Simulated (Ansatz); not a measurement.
**LiF (Griceite, Fm-3m): lattice thermal conductivity**

Wanted: κ(T), lifetimes and mean free paths for LiF (Griceite).

Measurements to reproduce:
- thermal conductivity 17.6 W/m/K near room temperature (given in “Combining the AFLOW GIBBS and Elastic Libraries to efficiently and robustly screen thermo-mechanical properties of solids”, 2017, arXiv:1611.05714)
- thermal conductivity 17.6 W/m/K near room temperature (given in “Predicting the lattice thermal conductivity of solids by solving the Boltzmann transport equation: AFLOW - AAPL an automated, accurate and efficient framework”, 2017, arXiv:1611.05481)

Method: DFT LDA, scalar-relativistic, plane waves, PAW; PAW set soft_1, in Ansatz 0.2.0.

Most raw output is cut from this account.

## Step 1: Set-up

The structure is cubic, space group Fm-3m (No. 225). The conventional cell has a = 4.028 Å, b = 4.028 Å, c = 4.028 Å, α = 90.00°, β = 90.00°, γ = 90.00°. Li has 6 F at 2.01 Å nearest. Nearest to F lie 6 Li at 2.01 Å. Farther neighbours and most contacts between anions are not listed.

## Step 2: A first coarse run

Before spending time, one coarse run tells the gap and the pressure of the starting cell.

input.yaml

```yaml
crystal:
  lattice:
    - [0.0, 2.014, 2.014]
    - [2.014, 0.0, 2.014]
    - [2.014, 2.014, 0.0]
  atoms:
    - { symbol: Li, position: [0.0, 0.0, 0.0] }
    - { symbol: F, position: [0.5, 0.5, 0.5] }
kpoints:
  mp_grid: { grid: [8, 8, 8] }
hamiltonian:
  xc: lda
  pseudopotentials: { kind: paw, azcp: { folder: soft_1 }, xc_functional: pbe }
scf:
  occupations: { method: gaussian, width: 0.1 }
  lower_state_search: "off"
output:
  forces: true
  stress: true
  eigenvalues: true
```

Run with:

```sh
$ ansatz run input.yaml --threads 18 --pin off --max-ram 92160MiB --backend cuda --events-out ev --progress --plain --runs-dir out
```

It took 1.5 s on 1 × NVIDIA GB200 with 18 threads of Arm Neoverse V2, shared host; peak memory 0.93 GiB.

This step gave:

```
pressure          : -6.535 GPa
gap on the k-mesh : 8.841 eV
volume per atom   : 8.169 Å³/atom
```

The start is under -6.5 GPa at this level and looks like an insulator or semiconductor on this mesh.

## Step 3: Relaxation

Phonons are second derivatives about a minimum, so cell and atoms are relaxed first, inside the symmetry of the start.

input.yaml, the sections that differ from step 2:

```yaml
kpoints:
  mp_grid: { grid: [10, 10, 10] }
scf:
  occupations: { method: gaussian, width: 0.02 }
  lower_state_search: "off"
relax:
  adjacent_minimum: "off"
  f_tol: 0.005
  max_steps: 80
  cell: { stress_tol: 0.05 }
# crystal, hamiltonian, output: as in step 2
```

The job ended after 4 s (1 × NVIDIA GB200 with 18 threads; peak memory 1 GiB; 7.4 s of CPU time).

The steps of the relaxation:

| step | energy less that of the first step (eV) | largest force component (eV/Å) | pressure (GPa) | volume (Å³) |
| --- | --- | --- | --- | --- |
| 1 | 0.0000 | 0.0000 | -6.53 | 16.34 |
| 2 | -0.0175 | 0.0000 | -4.63 | 15.89 |
| 3 | -0.0350 | 0.0000 | 0.59 | 14.90 |
| 4 | -0.0348 | 0.0000 | -0.05 | 15.00 |
| 5* | -0.0313 | 0.0000 | -0.52 | 15.00 |
| 6 | -0.0318 | 0.0000 | 0.01 | 14.92 |
| 7* | -0.0315 | 0.0000 | -0.02 | 14.92 |

Relaxation steps marked * repeat the geometry before them on a plane-wave basis chosen anew for their cell, so energy and pressure can jump there.

Forces are held to the 48 operations that the run works with; a distortion that breaks them can't arise in this run.

| conventional cell, symmetrised | before | after | change |
| --- | --- | --- | --- |
| a (Å) | 4.028 | 3.908 | -3.0 % |
| b (Å) | 4.028 | 3.908 | -3.0 % |
| c (Å) | 4.028 | 3.908 | -3.0 % |
| volume (Å³/atom) | 8.17 | 7.46 | -8.7 % |

Final coordinates:

```cif
data_structure
_symmetry_space_group_name_H-M 'P 1'
_symmetry_Int_Tables_number 1
_cell_length_a 2.7630
_cell_length_b 2.7630
_cell_length_c 2.7630
_cell_angle_alpha 60.000
_cell_angle_beta 60.000
_cell_angle_gamma 60.000
_cell_volume 14.92
loop_
_atom_site_label
_atom_site_type_symbol
_atom_site_fract_x
_atom_site_fract_y
_atom_site_fract_z
_atom_site_occupancy
Li1 Li 0.00000 0.00000 0.00000 1
F2 F 0.50000 0.50000 0.50000 1
```

Numbers from this step:

```
pressure          : -0.02140 GPa
gap on the k-mesh : 9.707 eV
volume per atom   : 7.458 Å³/atom
```

The relaxation ends with a pressure of -0.02 GPa.

## Step 4: A second relaxation

The relaxation is run once more from where the first one ended, as the script does after a large change of volume or of the gap, with mesh and occupations reviewed.

Edit input.yaml of step 3 so:

```diff
@@ -2,5 +2,5 @@
   lattice:
-    - [0.0, 2.014, 2.014]
-    - [2.014, 0.0, 2.014]
-    - [2.014, 2.014, 0.0]
+    - [0.0, 1.953758498, 1.953758498]
+    - [1.953758498, 0.0, 1.953758498]
+    - [1.953758498, 1.953758498, 0.0]
   atoms:
```

Run time: 1.9 s. Hardware: 1 × NVIDIA GB200 with 18 threads; peak memory 1 GiB.

Little changed from the start: no atom moved by 0.005 Å and no cell edge by 0.1 %.

## Step 5: Relaxing to small residual forces and stress

The relaxation is repeated with tighter thresholds on force and stress, since phonons are sensitive to what is left; a change of mesh or smearing in the input moves the cell too.

input.yaml, the sections that differ from step 4:

```yaml
kpoints:
  mp_grid: { grid: [12, 12, 12] }
scf:
  occupations: { method: fixed }
  lower_state_search: "off"
relax:
  adjacent_minimum: "off"
  f_tol: 0.001
  max_steps: 60
  cell: { stress_tol: 0.01 }
# crystal, hamiltonian, output: as in step 4
```

The job ended after 2.7 s (1 × NVIDIA GB200 with 18 threads; peak memory 1 GiB; 5.2 s of CPU time).

Little changed from the start: no atom moved by 0.005 Å and no cell edge by 0.1 %.

Numbers from this step:

```yaml
pressure: -0.003889 GPa
gap_on_the_k_mesh: 9.709 eV
volume_per_atom: 7.456 Å³/atom
```

The residual pressure is -0.0039 GPa, small enough for phonons.

## Step 6: A faulty attempt

This input was changed on purpose, to see how the program answers.

input.yaml

```yaml
crystal:
  lattice:
    - [0.0, 1.953625856, 1.953625856]
    - [1.953625856, 0.0, 1.953625856]
    - [1.953625856, 1.953625856, 0.0]
  atoms:
    - { symbol: Li, position: [0.0, 0.0, 0.0] }
    - { symbol: F, position: [0.5, 0.5, 0.5] }
kpoints:
  mp_grid: { grid: [9, 9, 9] }
hamiltonian:
  xc: lda
  pseudopotentials: { kind: paw, azcp: { folder: soft_1 }, xc_functional: pbe }
scf:
  occupations: { method: fixed }
  lower_state_search: "off"
  max_iter: 80
output:
  eigenvalues: true
phonons:
  supercell: [3, 3, 3]
  dielectric: false
  lattice_thermal_conductivity:
    qmesh: [13, 13, 13]
    temperatures: [300]
    isotope_mass_variance: [{ species: F, variance: 0.0 }, { species: Li, variance: 0.001459 }]
```

Elapsed: 0.04 s, on 18 threads; peak memory 0.035 GiB.

The input was rejected at the start.

The program's message: “Error: invalid value for `phonons.lattice_thermal_conductivity`: set without third_order — the Boltzmann solve scatters phonons through the third-order force constants, which that block's batch comput …”

The fault put into the input: a conductivity without third-order constants.

## Step 7: Anharmonic force constants and conductivity, k-mesh 9×9×9, third order supercell 3×3×3

Pairs of atoms inside the cutoff are displaced in a supercell, the forces give the cubic constants, and these give the three-phonon rates of the Boltzmann equation.

input.yaml, the sections that differ from step 6:

```yaml
scf:
  occupations: { method: fixed }
  lower_state_search: "off"
phonons:
  method: fd
  dielectric: true
  supercell: [3, 3, 3]
  temperatures: { t_max: 1000, t_step: 50 }
  qpath:
    path:
      - [[0.0, 0.0, 0.0], [0.5, 0.0, 0.5], [0.5, 0.25, 0.75], [0.375, 0.375, 0.75], [0.0, 0.0, 0.0], [0.5, 0.5, 0.5], [0.625, 0.25, 0.625], [0.5, 0.25, 0.75], [0.5, 0.5, 0.5], [0.375, 0.375, 0.75]]
      - [[0.625, 0.25, 0.625], [0.5, 0.0, 0.5]]
    npoints: 10
  third_order: { supercell: [3, 3, 3], pair_cutoff: 2.913 }
  lattice_thermal_conductivity:
    qmesh: [17, 17, 17]
    temperatures: [100.0, 150.0, 200.0, 300.0, 400.0, 500.0, 600.0, 800.0]
    isotope_mass_variance: [{ species: F, variance: 0.0 }, { species: Li, variance: 0.001459 }]
# crystal, kpoints, hamiltonian, output: as in step 6
```

The job ended after 24 s (1 × NVIDIA GB200 with 18 threads; peak memory 1.6 GiB).

This step gave:

```
Γ frequencies                              : 0, 0, 0, 339.1, 339.1, 339.1 cm⁻¹ (negative: imaginary)
lowest frequency on the path               : 0 cm⁻¹
zero-point energy                          : 0.1291 eV/cell
point group                                : m-3m
highest frequency                          : 668.2 cm⁻¹
Debye temperature from the second moment   : 680 K
κ at 300 K (relaxation time)               : 19.77 W/m/K
κ at 300 K (full solution)                 : 21.67 W/m/K
dipole term                                : run
mean free path at half of κ                : 12.9 nm
share of κ above the three lowest branches : 0.097
third-order blocks                         : 350
periodic aliases dropped                   : 24
largest relative sum-rule correction       : 0.06757
displaced cells, third order               : 50
```

LO-TO term included. Phonon branches along the path, in cm⁻¹:

| point | branch 1 | branch 2 | branch 3 | branch 4 | branch 5 | branch 6 |
| --- | --- | --- | --- | --- | --- | --- |
| Γ | 0 | 0 | 0 | 339 | 339 | 668 |
| halfway | 179 | 179 | 280 | 364 | 364 | 584 |
| X | 259 | 259 | 365 | 365 | 379 | 465 |
| halfway | 275 | 287 | 368 | 380 | 382 | 453 |
| W | 288 | 335 | 335 | 395 | 420 | 420 |
| halfway | 272 | 324 | 351 | 366 | 431 | 437 |
| K | 257 | 325 | 350 | 356 | 439 | 443 |
| halfway | 182 | 210 | 294 | 311 | 380 | 616 |
| Γ | 0 | 0 | 0 | 339 | 339 | 668 |
| halfway | 152 | 152 | 268 | 331 | 331 | 652 |
| L | 233 | 233 | 322 | 322 | 400 | 624 |
| halfway | 243 | 280 | 333 | 364 | 386 | 563 |
| U | 257 | 325 | 350 | 356 | 439 | 443 |
| halfway | 272 | 324 | 351 | 366 | 431 | 437 |
| W | 288 | 335 | 335 | 395 | 420 | 420 |
| halfway | 250 | 287 | 340 | 369 | 385 | 545 |
| L | 233 | 233 | 322 | 322 | 400 | 624 |
| halfway | 243 | 280 | 333 | 364 | 386 | 563 |
| K | 257 | 325 | 350 | 356 | 439 | 443 |
| jump to U | 257 | 325 | 350 | 356 | 439 | 443 |
| halfway | 259 | 282 | 362 | 374 | 386 | 459 |
| X | 259 | 259 | 365 | 365 | 379 | 465 |

W/m/K. Kappa, by row:

| T (K) | RTA xx | RTA yy | RTA zz | full xx | full yy | full zz | coherence part xx | coherence part yy | coherence part zz | ending | iterations | least Ritz value |
| --- | --- | --- | --- | --- | --- | --- | --- | --- | --- | --- | --- | --- |
| 100 | 90.49 | 90.49 | 90.49 | 107.9 | 107.9 | 107.9 | 0.05322 | 0.05322 | 0.05322 | converged | 8 | 0.537 |
| 150 | 47 | 47 | 47 | 53.48 | 53.48 | 53.48 | 0.1334 | 0.1334 | 0.1334 | converged | 8 | 0.598 |
| 200 | 31.86 | 31.86 | 31.86 | 35.52 | 35.52 | 35.52 | 0.2042 | 0.2042 | 0.2042 | converged | 8 | 0.616 |
| 300 | 19.77 | 19.77 | 19.77 | 21.67 | 21.67 | 21.67 | 0.3103 | 0.3103 | 0.3103 | converged | 8 | 0.621 |
| 400 | 14.58 | 14.58 | 14.58 | 15.87 | 15.87 | 15.87 | 0.3865 | 0.3865 | 0.3865 | converged | 8 | 0.619 |
| 500 | 11.66 | 11.66 | 11.66 | 12.65 | 12.65 | 12.65 | 0.4451 | 0.4451 | 0.4451 | converged | 8 | 0.616 |
| 600 | 9.778 | 9.778 | 9.778 | 10.59 | 10.59 | 10.59 | 0.4924 | 0.4924 | 0.4924 | converged | 8 | 0.614 |
| 800 | 7.49 | 7.49 | 7.49 | 8.085 | 8.085 | 8.085 | 0.5645 | 0.5645 | 0.5645 | converged | 8 | 0.611 |

Table of lattice thermal conductivity by temperature:

| temperature (K) | RTA xx (W/m/K) | full xx (W/m/K) |
| --- | --- | --- |
| 100 | 90.5 | 108 |
| 150 | 47 | 53.5 |
| 200 | 31.9 | 35.5 |
| 300 | 19.8 | 21.7 |
| 400 | 14.6 | 15.9 |
| 500 | 11.7 | 12.7 |
| 600 | 9.78 | 10.6 |
| 800 | 7.49 | 8.09 |

The modes has structure finer than the step of the table below, so its rows give means over 25 cm⁻¹, whole bins alone (the curve runs from -10 to 698 cm⁻¹). Peaks (cm⁻¹: height): F 257.0: 0.0218, 359.4: 0.0245; Li 359.4: 0.0254, 613.1: 0.00511.

Phonopy on the run's constants, 21x21x21 mesh, Gaussian sigma 5.1 cm⁻¹. Table of modes by wavenumber; means over each step; values in 1/cm⁻¹/cell:

| wavenumber (cm⁻¹) | F | Li |
| --- | --- | --- |
| 25 | 6.8e-5 | 2.6e-5 |
| 50 | 2.8e-4 | 1.0e-4 |
| 75 | 5.6e-4 | 1.9e-4 |
| 100 | 0.00108 | 3.6e-4 |
| 125 | 0.00169 | 5.3e-4 |
| 150 | 0.00264 | 7.6e-4 |
| 175 | 0.00412 | 0.00102 |
| 200 | 0.00655 | 0.00128 |
| 225 | 0.0132 | 0.00151 |
| 250 | 0.0208 | 0.00174 |
| 275 | 0.0136 | 0.00109 |
| 300 | 0.00942 | 0.00201 |
| 325 | 0.00986 | 0.0179 |
| 350 | 0.0183 | 0.0238 |
| 375 | 0.0120 | 0.0181 |
| 400 | 0.00238 | 0.00971 |
| 425 | 3.6e-5 | 0.00348 |
| 450 | 5.4e-5 | 0.00299 |
| 475 | 1.5e-4 | 0.00426 |
| 500 | 1.9e-4 | 0.00406 |
| 525 | 2.5e-4 | 0.00422 |
| 550 | 3.3e-4 | 0.00441 |
| 575 | 4.3e-4 | 0.00461 |
| 600 | 5.6e-4 | 0.00489 |
| 625 | 7.0e-4 | 0.00442 |
| 650 | 6.1e-4 | 0.00229 |
| 675 | 8.8e-5 | 2.6e-4 |

Distinct triplets, nearest first. Third order norms, by row:

| sites | side 1 (Å) | side 2 (Å) | side 3 (Å) | norm of the 27 components (eV/Å³) |
| --- | --- | --- | --- | --- |
| Li-Li-Li | 0 | 0 | 0 | 0 |
| F-F-F | 0 | 0 | 0 | 0 |
| Li-F-F | 0 | 1.95 | 1.95 | 10.62 |
| Li-F-Li | 0 | 1.95 | 1.95 | 10.64 |
| Li-F-F | 1.95 | 1.95 | 2.76 | 0.228 |
| Li-F-Li | 1.95 | 1.95 | 2.76 | 0.258 |
| Li-Li-Li | 0 | 2.76 | 2.76 | 1.408 |
| Li-Li-Li | 2.76 | 2.76 | 2.76 | 0.018 |
| F-F-F | 0 | 2.76 | 2.76 | 2.67 |
| F-F-F | 2.76 | 2.76 | 2.76 | 0.206 |

Born charge (rows field, columns displacement) (e), principal values of the symmetric part by kind of site:

| atom | atoms with these values | low | middle | high | mean |
| --- | --- | --- | --- | --- | --- |
| Li1 | 1 | 1.04 | 1.04 | 1.04 | 1.04 |
| F2 | 1 | -1.04 | -1.04 | -1.04 | -1.04 |

In full for Li1:

```
1.04 0.00 0.00
0.00 1.04 0.00
0.00 0.00 1.04
```

RTA, 300 K. Kappa by branch, by row:

| branch (by rank) | mean frequency (THz) | mean rms speed (km/s) | median lifetime (ps) | share of kappa |
| --- | --- | --- | --- | --- |
| 1 | 6.72 | 2.13 | 1.28 | 0.169 |
| 2 | 7.54 | 3.15 | 2.28 | 0.476 |
| 3 | 9.65 | 2.19 | 0.922 | 0.259 |
| 4 | 10.52 | 1.57 | 0.739 | 0.038 |
| 5 | 11.43 | 1.84 | 0.566 | 0.037 |
| 6 | 16.58 | 3.48 | 0.12 | 0.021 |

Table of spectral kappa at 300 K by frequency; read off at these points; values in W/m/K/THz:

| frequency (THz) | relaxation time (W/m/K/THz) | full solution (W/m/K/THz) |
| --- | --- | --- |
| 0.25 | 0 | 0 |
| 0.75 | 0 | 0 |
| 1.25 | 1.83 | 1.88 |
| 1.75 | 0.951 | 0.992 |
| 2.25 | 3.08 | 3.08 |
| 3.25 | 1.29 | 1.36 |
| 3.75 | 1.60 | 1.75 |
| 4.25 | 0.955 | 1.06 |
| 4.75 | 2.38 | 2.60 |
| 5.25 | 1.78 | 1.95 |
| 5.75 | 2.35 | 2.58 |
| 6.25 | 2.31 | 2.62 |
| 6.75 | 2.96 | 3.22 |
| 7.25 | 2.5 | 2.75 |
| 7.75 | 3.03 | 3.28 |
| 8.75 | 2.05 | 2.32 |
| 9.25 | 1.57 | 1.83 |
| 9.75 | 1.40 | 1.73 |
| 10.75 | 0.752 | 1.02 |
| 11.25 | 0.467 | 0.617 |
| 11.75 | 0.351 | 0.434 |
| 12.75 | 0.102 | 0.0897 |
| 13.25 | 0.0225 | 0.0176 |
| 14.25 | 0.123 | 0.0463 |
| 14.75 | 0.126 | 0.0656 |
| 15.25 | 0.11 | 0.0764 |
| 16.25 | 0.0542 | 0.0477 |
| 16.75 | 0.0624 | 0.0531 |
| 17.25 | 0.0288 | 0.0253 |
| 18.25 | 0.0127 | 0.00326 |
| 18.75 | 0.0144 | -8.5e-5 |
| 19.75 | 0.00205 | -0.00350 |
| 20.25 | 4.0e-6 | 0 |

Relaxation-time solution. Share of κ carried by shorter paths against mean free path:

| mean free path (nm) | 100 K | 300 K | 800 K |
| --- | --- | --- | --- |
| 0.316 | 0 | 0.002 | 0.024 |
| 0.464 | 0 | 0.004 | 0.06 |
| 0.681 | 0 | 0.008 | 0.114 |
| 1 | 0 | 0.024 | 0.166 |
| 1.47 | 0 | 0.055 | 0.232 |
| 2.15 | 0.001 | 0.091 | 0.325 |
| 3.16 | 0.002 | 0.134 | 0.428 |
| 4.64 | 0.006 | 0.202 | 0.596 |
| 6.81 | 0.008 | 0.294 | 0.703 |
| 10 | 0.009 | 0.403 | 0.824 |
| 14.7 | 0.013 | 0.566 | 0.885 |
| 21.5 | 0.023 | 0.684 | 0.902 |
| 31.6 | 0.064 | 0.812 | 0.902 |
| 46.4 | 0.137 | 0.867 | 0.922 |
| 68.1 | 0.221 | 0.891 | 0.922 |
| 100 | 0.357 | 0.891 | 1 |
| 147 | 0.476 | 0.914 | 1 |
| 215 | 0.617 | 0.939 | 1 |
| 316 | 0.711 | 1 | 1 |
| 464 | 0.747 | 1 | 1 |
| 681 | 0.796 | 1 | 1 |
| 1000 | 0.796 | 1 | 1 |
| 1470 | 0.836 | 1 | 1 |
| 2150 | 0.894 | 1 | 1 |
| 3160 | 1 | 1 | 1 |

300 K; a sample spread over frequency. Mode lifetimes, by row, the first 40 of 90 rows:

| q1 | q2 | q3 | branch | frequency (THz) | rms speed (km/s) | three-phonon rate (1/ps) | isotope rate (1/ps) | lifetime (ps) | mean free path (nm) |
| --- | --- | --- | --- | --- | --- | --- | --- | --- | --- |
| 0 | 0 | 0.0588 | 1 | 1.111 | 4.27 | 0.1 | 1.50e-6 | 10 | 42.7 |
| 0 | 0.0588 | 0.0588 | 3 | 2.243 | 7.34 | 0.146 | 4.14e-5 | 6.86 | 50.4 |
| 0 | 0 | 0.1765 | 2 | 3.288 | 4.06 | 0.781 | 1.76e-4 | 1.28 | 5.19 |
| 0 | 0 | 0.1176 | 3 | 3.986 | 7.42 | 0.22 | 3.81e-4 | 4.55 | 33.7 |
| 0 | 0.1176 | -0.1765 | 1 | 4.41 | 3.88 | 1.38 | 5.14e-4 | 0.723 | 2.81 |
| 0.0588 | 0.1176 | 0.2941 | 2 | 4.944 | 4.35 | 0.48 | 7.26e-4 | 2.08 | 9.07 |
| 0 | 0 | 0.2941 | 2 | 5.244 | 3.34 | 0.999 | 8.35e-4 | 1 | 3.34 |
| 0 | 0.0588 | -0.2941 | 1 | 5.605 | 3.2 | 1.28 | 9.43e-4 | 0.783 | 2.51 |
| 0.0588 | 0.1765 | -0.1765 | 2 | 5.914 | 4.48 | 0.235 | 0.00122 | 4.24 | 19 |
| 0 | 0.1176 | -0.2941 | 1 | 6.075 | 2.92 | 1.6 | 9.42e-4 | 0.623 | 1.82 |
| 0.0588 | 0.2941 | 0.3529 | 2 | 6.331 | 3.32 | 0.138 | 0.00166 | 7.18 | 23.8 |
| 0 | 0.1765 | 0.4118 | 1 | 6.539 | 2.3 | 0.613 | 0.00143 | 1.63 | 3.74 |
| 0.0588 | 0.1765 | 0.2353 | 3 | 6.665 | 5.89 | 0.908 | 0.00244 | 1.1 | 6.47 |
| 0 | 0.0588 | -0.4118 | 1 | 6.826 | 1.41 | 1.39 | 3.04e-4 | 0.719 | 1.01 |
| 0.1176 | 0.2941 | 0.4118 | 2 | 6.948 | 3.75 | 0.149 | 0.00186 | 6.65 | 24.9 |
| 0 | 0.1176 | -0.4118 | 1 | 7.036 | 0.98 | 1.33 | 2.82e-5 | 0.751 | 0.733 |
| 0.0588 | 0.1176 | 0.4706 | 2 | 7.122 | 2.69 | 1.18 | 7.17e-4 | 0.845 | 2.27 |
| 0.0588 | 0.2353 | -0.4706 | 1 | 7.253 | 1.48 | 0.99 | 9.12e-4 | 1.01 | 1.5 |
| 0.0588 | 0.3529 | 0.4706 | 1 | 7.37 | 2.08 | 0.329 | 0.00205 | 3.02 | 6.29 |
| 0 | 0.4118 | 0.4118 | 1 | 7.444 | 1.39 | 0.124 | 0.00262 | 7.9 | 11 |
| 0 | 0.1765 | -0.2941 | 2 | 7.531 | 3.98 | 0.46 | 0.00168 | 2.16 | 8.61 |
| 0 | 0.4118 | 0.4706 | 1 | 7.623 | 0.92 | 0.157 | 0.00299 | 6.26 | 5.75 |
| 0.0588 | 0.3529 | -0.3529 | 1 | 7.724 | 1.1 | 0.875 | 9.79e-4 | 1.14 | 1.25 |
| 0 | 0.4118 | 0.4706 | 2 | 7.79 | 1.82 | 0.139 | 0.00346 | 7.01 | 12.8 |
| 0.0588 | 0.1176 | 0.2941 | 3 | 7.858 | 5.64 | 0.521 | 0.00339 | 1.91 | 10.8 |
| 0.1765 | 0.3529 | -0.3529 | 1 | 8.003 | 1.59 | 0.741 | 8.28e-5 | 1.35 | 2.15 |
| 0.0588 | 0.2353 | 0.2941 | 3 | 8.209 | 4.85 | 0.885 | 0.00222 | 1.13 | 5.47 |
| 0.0588 | 0.2353 | -0.4706 | 2 | 8.365 | 2.81 | 0.831 | 1.81e-4 | 1.2 | 3.39 |
| 0.1176 | 0.2941 | -0.2353 | 2 | 8.476 | 3.39 | 0.32 | 6.58e-4 | 3.12 | 10.6 |
| 0.1176 | 0.2353 | 0.3529 | 3 | 8.713 | 4.28 | 0.74 | 0.00184 | 1.35 | 5.78 |
| 0 | 0.2353 | -0.4118 | 2 | 8.972 | 2.94 | 0.686 | 1.35e-4 | 1.46 | 4.28 |
| 0 | 0 | 0.2941 | 3 | 9.17 | 5.51 | 0.283 | 0.00254 | 3.51 | 19.3 |
| 0 | 0.2941 | 0.2941 | 3 | 9.377 | 3.95 | 1.13 | 0.0122 | 0.874 | 3.45 |
| 0.1765 | 0.4118 | -0.3529 | 2 | 9.478 | 2.25 | 0.35 | 0.00419 | 2.82 | 6.34 |
| 0.1176 | 0.2353 | 0.4118 | 3 | 9.557 | 3.29 | 0.798 | 0.0388 | 1.2 | 3.93 |
| 0 | 0.1176 | -0.4118 | 3 | 9.628 | 0.74 | 0.788 | 0.282 | 0.934 | 0.689 |
| 0 | 0.0588 | -0.4706 | 3 | 9.675 | 0.48 | 0.722 | 0.37 | 0.916 | 0.443 |
| 0.1176 | 0.2941 | -0.1765 | 3 | 9.737 | 1.7 | 0.882 | 0.298 | 0.848 | 1.44 |
| 0 | 0.1765 | -0.4118 | 3 | 9.808 | 1.19 | 0.891 | 0.348 | 0.807 | 0.961 |
| 0.0588 | 0.1176 | 0.2353 | 4 | 9.876 | 1.92 | 1.1 | 0.26 | 0.733 | 1.41 |

Without the LO-TO term. Gamma linewidths, by row:

| branch | frequency (cm⁻¹) | three-phonon rate (1/ps) | isotope rate (1/ps) | FWHM (cm⁻¹) |
| --- | --- | --- | --- | --- |
| 4 | 339.1 | 1.33 | 0.286 | 8.55 |
| 5 | 339.1 | 1.33 | 0.286 | 8.55 |
| 6 | 339.1 | 1.33 | 0.286 | 8.55 |

W/m/K, third of the trace; RTA populations with a boundary rate v/L added to each mode (Matthiessen's rule). Kappa by grain size, by row:

| T (K) | bulk | 10 nm | 30 nm | 100 nm | 300 nm | 1000 nm | 10000 nm | 100000 nm |
| --- | --- | --- | --- | --- | --- | --- | --- | --- |
| 100 | 90.43 | 7.986 | 17.94 | 35.31 | 53.14 | 69.34 | 86.22 | 89.95 |
| 300 | 19.46 | 8.859 | 12.78 | 16.04 | 17.84 | 18.85 | 19.39 | 19.45 |
| 600 | 9.286 | 5.815 | 7.351 | 8.402 | 8.912 | 9.159 | 9.272 | 9.284 |

W/m/K, third of the trace; RTA populations with the isotope rates scaled. Kappa by mass disorder, by row:

| T (K) | no isotopes | as typed | variance x 3 | variance x 10 | variance x 30 |
| --- | --- | --- | --- | --- | --- |
| 100 | 93.47 | 90.43 | 86.6 | 77.42 | 62.91 |
| 300 | 19.86 | 19.46 | 18.93 | 17.88 | 16.32 |
| 600 | 9.391 | 9.286 | 9.118 | 8.736 | 8.155 |

At 300 K the relaxation-time value is 19.8 W/(m K).

(Continued in part 2 of 2.)

[Logs are printed without paths, hosts, clocks, repeated set-up lines and the standing remarks that a program may print on its own settings, such as how far it seeks lower states.]

[Hosts, paths, dates, database ids (printed as entryN), source tags and the programs' standing remarks are cut or masked in the printed files.]

[A step with changed settings may run another functional than the one named; its input shows which.]
